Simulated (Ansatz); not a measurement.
## Na: optical spectrum from first principles: ground state and bands

Ansatz 0.2.0; DFT, r2SCAN, plane-wave PAW, default files, scalar-relativistic, ground state.

First the ground state: is it a metal or has it a gap?

The database entry behind the starting cell differs from later determinations by our own check (0.1 to 0.3 % short, probably kX units), so it need not match the best structure at ambient conditions.

input.yaml reads:

```yaml
crystal:
  lattice:
    - [-2.141, 2.141, 2.141]
    - [2.141, -2.141, 2.141]
    - [2.141, 2.141, -2.141]
  atoms:
    - { symbol: Na, position: [0.0, 0.0, 0.0] }
kpoints:
  mp_grid: { grid: [8, 8, 8] }
  band_path:
    path:
      - [[0.0, 0.0, 0.0], [0.5, -0.5, 0.5], [0.0, 0.0, 0.5], [0.0, 0.0, 0.0], [0.25, 0.25, 0.25], [0.5, -0.5, 0.5]]
      - [[0.25, 0.25, 0.25], [0.0, 0.0, 0.5]]
    npoints: 8
scf:
  occupations: { method: fermi_dirac, width: 0.05 }
  n_extra_bands: 6
hamiltonian:
  xc: r2scan
  pseudopotentials: { kind: paw }
output:
  forces: true
  stress: true
  populations: true
  write_bands: true
```

Started as:

```sh
> ansatz run input.yaml --threads 4 --pin off --max-ram 8192MiB --backend cpu --events-out ev --progress --plain --runs-dir out
```

**Question.** What does this run give for the electronic bands?

The cell holds 9 valence electrons, an odd number, so without spin polarisation at least one band is left partly filled and the system must be a metal.

This step gave:

```
volume              : 39.26 Å³
gap on the path     : 0 eV
```

Electronic bands along the path, in eV, zero at the Fermi level; # counts the bands kept:

```tsv
point	#1	#2	#3	#4
Γ	-3.46	12.16	12.16	12.16
halfway	-1.23	6.82	6.97	6.97
H	4.59	4.59	5.02	5.02
halfway	1.66	2.34	5.99	6.79
N	0.63	1.30	8.46	9.56
halfway	-2.33	6.21	9.55	10.39
Γ	-3.46	12.16	12.16	12.16
halfway	-1.78	6.35	6.35	8.00
P	2.70	2.70	2.70	4.78
halfway	2.18	2.18	3.46	10.61
H	4.59	4.59	5.02	5.02
jump to P	2.70	2.70	2.70	4.78
halfway	1.15	1.80	5.30	6.67
N	0.63	1.30	8.46	9.56
```

The electronic bands as a text plot (rows in eV, shown from -3.5 to 8.0 only):

```
    7.8 |                   *     *      ***                    *
    7.3 |        **    *  **                      **    *     *
    6.8 |     **         *                  *                  *
    6.3 |       *  *    * *      *         *                  *
    5.9 |       *     ** *                   **          *   *
    5.4 |        ***  ***                   *  * *          *
    4.9 |          ****         *               *        ***
    4.4 |           **                                  * *  *
    3.9 |             *                      **       ** *  *
    3.5 |              *       *               * *****     *
    3.0 |          *   **                               *
    2.5 |                *                      **    **   **
    2.0 |               * *   *                   ****     * *
    1.6 |        **      * **                  *            *****
    1.1 |                 ** *                                *
    0.6 |                   **                                 **
    0.1 |       *             *              **
   -0.4 |
   -0.8 |                      *            *
   -1.3 |     **
   -1.8 |                       *          *
   -2.3 |    *                   *
   -2.7 |  **                     *      **
   -3.2 |**                        ******
         Γ           H       N        Γ         P        H|P    N
```

[Logs are printed without paths, hosts, clocks, repeated set-up lines and the standing remarks that a program may print on its own settings, such as how far it seeks lower states.]

[Hosts, paths, dates, database ids (printed as entryN), source tags and the programs' standing remarks are cut or masked in the printed files.]
